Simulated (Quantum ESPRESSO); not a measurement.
# Collinear magnetic orders of La2Fe2Se2O3 with Quantum ESPRESSO, part 2 of 2

A self-consistent run ends on one state, which hangs on the start. Several orders of La2Fe2Se2O3 are started in Quantum ESPRESSO and their energies compared.

Quantum ESPRESSO 7.5; LDA; plane waves with GBRV 1.5 LDA potentials, no spin-orbit coupling.

So far, absolute magnetization (μB): step 2 (run 1, typed as ferro ++) 8.03.

### Step 3. Start 2: antiferro +−

The input, pw.in:

```
&CONTROL
  calculation = 'scf'
  prefix = 'pwscf'
  outdir = './tmp'
  pseudo_dir = './pseudo'
  disk_io = 'nowf'
/
&SYSTEM
  ibrav = 0
  celldm(1) = 8
  nat = 9
  ntyp = 5
  ecutwfc = 40
  ecutrho = 280
  nbnd = 55
  occupations = 'smearing'
  smearing = 'fd'
  degauss = 0.00367493
  nspin = 2
  starting_magnetization(1) = 0
  starting_magnetization(2) = 0.25
  starting_magnetization(3) = -0.25
  starting_magnetization(4) = 0
  starting_magnetization(5) = 0
/
&ELECTRONS
  conv_thr = 1.8d-08
  electron_maxstep = 150
  mixing_beta = 0.3
/
ATOMIC_SPECIES
La    138.9055 la_lda_v1.uspp.F.UPF
Fe1    55.8450 fe_lda_v1.5.uspp.F.UPF
Fe2    55.8450 fe_lda_v1.5.uspp.F.UPF
Se     78.9710 se_lda_v1.uspp.F.UPF
O      15.9990 o_lda_v1.2.uspp.F.UPF
CELL_PARAMETERS alat
  -0.4867992383363    0.4868027816909    2.2415679752646
   0.4867992383363   -0.4868027816909    2.2415679752646
   0.4867992383363    0.4868027816909   -2.2415679752646
ATOMIC_POSITIONS crystal
La      0.3136675000    0.3136675000    0.0000000000
La      0.6863325000    0.6863325000    0.0000000000
Fe1     0.0000000000    0.5000000000    0.5000000000
Fe2     0.5000000000    0.0000000000    0.5000000000
Se      0.9021490000    0.9021490000    0.0000000000
Se      0.0978510000    0.0978510000    0.0000000000
O       0.5000000000    0.5000000000    0.0000000000
O       0.2500010000    0.7500010000    0.5000000000
O       0.7499990000    0.2499990000    0.5000000000
K_POINTS automatic
6 6 6 0 0 0
```

Command:

```sh
$ OMP_NUM_THREADS=1 mpirun -n 4 pw.x -nk 4 -in pw.in > pw.out
```

Output:

```text
[banner, memory and clock lines left out]
Program PWSCF v.7.5 starts

     Message from routine setup:
     using ibrav=0 with symmetry is DISCOURAGED, use correct ibrav instead

     bravais-lattice index     =            0
     lattice parameter (alat)  =       8.0000  a.u.
     unit-cell volume          =    1087.8896 (a.u.)^3
     number of atoms/cell      =            9
     number of atomic types    =            5
     number of electrons       =        84.00
     number of Kohn-Sham states=           55
     kinetic-energy cutoff     =      40.0000  Ry
     charge density cutoff     =     280.0000  Ry
     scf convergence threshold =      1.8E-08
     mixing beta               =       0.3000
     number of iterations used =            8  plain     mixing
     Exchange-correlation= SLA  PZ   NOGX NOGC
                           (   1   1   0   0   0   0   0)

     celldm(1)=   8.000000  celldm(2)=   0.000000  celldm(3)=   0.000000
     celldm(4)=   0.000000  celldm(5)=   0.000000  celldm(6)=   0.000000

     crystal axes: (cart. coord. in units of alat)
               a(1) = (  -0.486799   0.486803   2.241568 )
               a(2) = (   0.486799  -0.486803   2.241568 )
               a(3) = (   0.486799   0.486803  -2.241568 )

     reciprocal axes: (cart. coord. in units 2 pi/alat)
               b(1) = (  0.000000  1.027110  0.223058 )
               b(2) = (  1.027117  0.000000  0.223058 )
               b(3) = (  1.027117  1.027110  0.000000 )

     PseudoPot. # 1 for La read from file:
     la_lda_v1.uspp.F.UPF
     Pseudo is Ultrasoft + core correction, Zval = 11.0

     PseudoPot. # 2 for Fe read from file:
     fe_lda_v1.5.uspp.F.UPF
     Pseudo is Ultrasoft + core correction, Zval = 16.0

     PseudoPot. # 3 for Fe read from file:
     fe_lda_v1.5.uspp.F.UPF
     Pseudo is Ultrasoft + core correction, Zval = 16.0

     PseudoPot. # 4 for Se read from file:
     se_lda_v1.uspp.F.UPF
     Pseudo is Ultrasoft + core correction, Zval =  6.0

     PseudoPot. # 5 for O  read from file:
     o_lda_v1.2.uspp.F.UPF
     Pseudo is Ultrasoft + core correction, Zval =  6.0

     atomic species   valence    mass     pseudopotential
     La               11.00   138.90550     La( 1.00)
     Fe1              16.00    55.84500     Fe( 1.00)
     Fe2              16.00    55.84500     Fe( 1.00)
     Se                6.00    78.97100     Se( 1.00)
     O                 6.00    15.99900     O ( 1.00)

     Starting magnetic structure
     atomic species   magnetization
     La              0.000
     Fe1             0.250
     Fe2            -0.250
     Se              0.000
     O               0.000

      8 Sym. Ops., with inversion, found

   Cartesian axes

     site n.     atom                  positions (alat units)
         1        La     tau(   1) = (   0.0000000  -0.0000000   1.4062140  )
         2        La     tau(   2) = (   0.0000000  -0.0000000   3.0769219  )
         3        Fe1    tau(   3) = (   0.4867992   0.0000000   0.0000000  )
         4        Fe2    tau(   4) = (   0.0000000   0.4868028   0.0000000  )
         5        Se     tau(   5) = (   0.0000000  -0.0000000   4.0444566  )
         6        Se     tau(   6) = (   0.0000000   0.0000000   0.4386793  )
         7        O      tau(   7) = (   0.0000000   0.0000000   2.2415680  )
         8        O      tau(   8) = (   0.4867992  -0.0000000   1.1207885  )
         9        O      tau(   9) = (   0.0000000   0.4868028   1.1207795  )

     number of k points=    46  Fermi-Dirac smearing, width (Ry)=  0.0037
                       cart. coord. in units 2pi/alat
        k(    1) = (   0.0000000   0.0000000   0.0000000), wk =   0.0046296
        k(    2) = (   0.1711862   0.1711850   0.0000000), wk =   0.0185185
        k(    3) = (   0.3423725   0.3423700   0.0000000), wk =   0.0185185
        k(    4) = (  -0.5135587  -0.5135550   0.0000000), wk =   0.0092593
        k(    5) = (   0.1711862   0.0000000   0.0371764), wk =   0.0185185
        [... 41 further k-points ...]

     Dense  grid:    86063 G-vectors     FFT dimensions: ( 100, 100, 100)

     Smooth grid:    37233 G-vectors     FFT dimensions: (  75,  75,  75)

     Check: negative core charge=   -0.000014
     Generating pointlists ...
     new r_m :   0.2328 (alat units)  1.8622 (a.u.) for type    1
     new r_m :   0.2008 (alat units)  1.6064 (a.u.) for type    2
     new r_m :   0.2008 (alat units)  1.6064 (a.u.) for type    3
     new r_m :   0.2703 (alat units)  2.1625 (a.u.) for type    4
     new r_m :   0.2008 (alat units)  1.6064 (a.u.) for type    5

     Initial potential from superposition of free atoms

     starting charge      81.9426, renormalised to      84.0000

     negative rho (up, down):  8.550E-02 8.550E-02
     Starting wfcs are   86 randomized atomic wfcs

     Self-consistent Calculation

     iteration #  1     ecut=    40.00 Ry     beta= 0.30
     Davidson diagonalization with overlap
     ethr =  1.00E-02,  avg # of iterations =  4.6

     negative rho (up, down):  8.371E-02 8.372E-02

     total energy              =    -857.39192143 Ry
     estimated scf accuracy    <      70.33350983 Ry

     total magnetization       =     0.00 Bohr mag/cell
     absolute magnetization    =     0.80 Bohr mag/cell

     iteration #  2     ecut=    40.00 Ry     beta= 0.30
     Davidson diagonalization with overlap
     ethr =  1.00E-02,  avg # of iterations =  7.3

     total energy              =    -866.34604014 Ry
     estimated scf accuracy    <     706.78914946 Ry

     total magnetization       =     0.01 Bohr mag/cell
     absolute magnetization    =     0.16 Bohr mag/cell

     [... further iterations left out ...]

     iteration # 21     ecut=    40.00 Ry     beta= 0.30
     Davidson diagonalization with overlap
     ethr =  1.16E-10,  avg # of iterations =  4.4

     negative rho (up, down):  6.155E-02 6.155E-02

     total energy              =    -889.08774994 Ry
     estimated scf accuracy    <       0.00000008 Ry

     total magnetization       =    -0.00 Bohr mag/cell
     absolute magnetization    =     6.81 Bohr mag/cell

     iteration # 22     ecut=    40.00 Ry     beta= 0.30
     Davidson diagonalization with overlap
     ethr =  9.11E-11,  avg # of iterations =  2.2

     negative rho (up, down):  6.155E-02 6.155E-02

     Magnetic moment per site  (integrated on atomic sphere of radius R)
     atom   1 (R=0.233)  charge=  6.2463  magn= -0.0000
     atom   2 (R=0.233)  charge=  6.2463  magn= -0.0000
     atom   3 (R=0.201)  charge= 13.3441  magn=  2.9841
     atom   4 (R=0.201)  charge= 13.3440  magn= -2.9841
     atom   5 (R=0.270)  charge=  4.4422  magn= -0.0000
     atom   6 (R=0.270)  charge=  4.4422  magn= -0.0000
     atom   7 (R=0.201)  charge=  5.5328  magn=  0.0000
     atom   8 (R=0.201)  charge=  5.6011  magn= -0.0000
     atom   9 (R=0.201)  charge=  5.6011  magn= -0.0000

     End of self-consistent calculation

     [... lines left out ...]
     the Fermi energy is    10.5227 ev

!    total energy              =    -889.08774994 Ry
     estimated scf accuracy    <          7.3E-09 Ry
     smearing contrib. (-TS)   =      -0.00584520 Ry
     internal energy E=F+TS    =    -889.08190474 Ry

     The total energy is F=E-TS. E is the sum of the following terms:
     one-electron contribution =    -515.98958390 Ry
     hartree contribution      =     299.14334706 Ry
     xc contribution           =    -235.72077926 Ry
     ewald contribution        =    -436.51488864 Ry

     total magnetization       =    -0.00 Bohr mag/cell
     absolute magnetization    =     6.81 Bohr mag/cell

     convergence has been achieved in  22 iterations
```

Elapsed: 21 min, on 4 MPI ranks of Arm Neoverse V1, shared host; peak memory 2 GiB; 83 min of CPU time.

Spin moment in the atom's sphere by atom:

| atom | spin moment in the atom's sphere (μB) |
| --- | --- |
| La1 | 0.00 |
| La2 | 0.00 |
| Fe3 | 2.98 |
| Fe4 | -2.98 |
| Se5 | 0.00 |
| Se6 | 0.00 |
| O7 | 0.00 |
| O8 | 0.00 |
| O9 | 0.00 |

Numbers from this step:

* smearing term TS: 0.07953 eV
* magnetization: 0 μB
* absolute magnetization: 6.808 μB
* final state: antiferromagnetic

Spin density in the ac plane of the conventional cell at fractional y = 0.000, with atoms of La and Fe and Se and O within 0.2 Å of it.

Ten even steps from '0' (-3.7 e/Å³) to '9' (3.6 e/Å³), each cell a mean:
```
55555578655555
55555555555555
55555555555555
55555555555555
55555555555555
55555555555555
55555555555555
55555555555555
55555555555555
55555555555555
55555544555555
55554300244555
55554422344555
55555555555555
55555555555555
55555555555555
55555555555555
55555555555555
55555555555555
55555555555555
55555555555555
55555555555555
55555555555555
55555689755555
```
Columns run along a (4.1 Å), rows up along c (19.0 Å), edges of the conventional cell, whose origin can differ from the input's. Atoms in or near the plane, at fractional coordinates: La at (0.00, 0.31), La at (0.00, 0.69), Fe at (0.50, 0.00), Fe at (0.50, 0.50), Se at (0.00, 0.90), Se at (0.00, 0.10), O at (0.00, 0.50), O at (0.50, 0.25), O at (0.50, 0.75).

Valence density in the ac plane of the conventional cell at fractional y = 0.000, with atoms of La and Fe and Se and O within 0.2 Å of it. It is the smooth field of the valence electrons, not physical close to the nuclei.

Ten steps, logarithmic in the rise over the least value, from '_' (0 e/Å³) to '@' (15 e/Å³), each cell a mean:
```
--------==**%%@@%%++--------
======----------------======
++======----::::::----======
====------::::::::::------==
::::::::------------::::::::
--------==++####**++--------
++++======++**##**======++++
__==++==------------==++++--
++++==----::::::::::--====++
::::::::::::::::::::::::::::
--------------==------------
##**++====##@@@@%%++====++##
##**==--==**%%@@%%++--==++**
----::::::----------::::----
----::::::::::::::::::::----
++++==----::::::::::--==++++
__==++==------------==++++--
++====--==++####**++======++
::::::----++**##**==----::::
----::::::----------::::::--
======----::::::::------====
++--====----::::::----======
======--------==--------====
--------==##@@@@@@++--------
```
Columns run along a (4.1 Å), rows up along c (19.0 Å), edges of the conventional cell, whose origin can differ from the input's. Atoms in or near the plane, at fractional coordinates: La at (0.00, 0.31), La at (0.00, 0.69), Fe at (0.50, 0.00), Fe at (0.50, 0.50), Se at (0.00, 0.90), Se at (0.00, 0.10), O at (0.00, 0.50), O at (0.50, 0.25), O at (0.50, 0.75).

### Step 4. The states side by side

An order is kept where moments of 0.15 μB or more survive with the typed signs; meshes match where a doubled cell samples the same k points as the first cell.

Orders:

| start | final state | typed order kept | energy over the lowest (meV a seeded atom) | largest site moment (μB) | net moment (μB a cell of the first run) | mesh matched | CPU time (s) |
| --- | --- | --- | --- | --- | --- | --- | --- |
| ferro ++ | ferromagnetic | yes | 0 | 3.201 | 7.998 | yes | 5078 |
| antiferro +- | antiferromagnetic | yes | 107 | 2.984 | 0 | yes | 4990 |

### Step 5. Outcome

```yaml
lowest_state_found: ferromagnetic (from ferro ++)
largest_site_moment: 3.20 μB
next_state_with_moments: antiferromagnetic, 107 meV a seeded atom higher
```

In words: This is the lowest of 2 collinear or spinless starts, no proof of the ground state. No Hubbard term acts here. In such compounds local and semilocal functionals without one often delocalise the d electrons, and can shrink or lose moments and miss the size, sign and order of the couplings. The smearing term is large for its width, so states at the Fermi level are partly filled: at this level the cell is a metal or has a gap of a few widths at most.

[Logs and program files are shortened in this print: banners, set-up blocks, solver, clock and traceback lines can be left out without a mark of their own.]

[Logs are printed without paths, hosts, clocks, repeated set-up lines and the standing remarks that a program may print on its own settings, such as how far it seeks lower states.]

[Hosts, paths, dates, database ids (printed as entryN), source tags and the programs' standing remarks are cut or masked in the printed files.]

[Where a cell is said to come from a database of computed structures, the database is the Materials Project.]
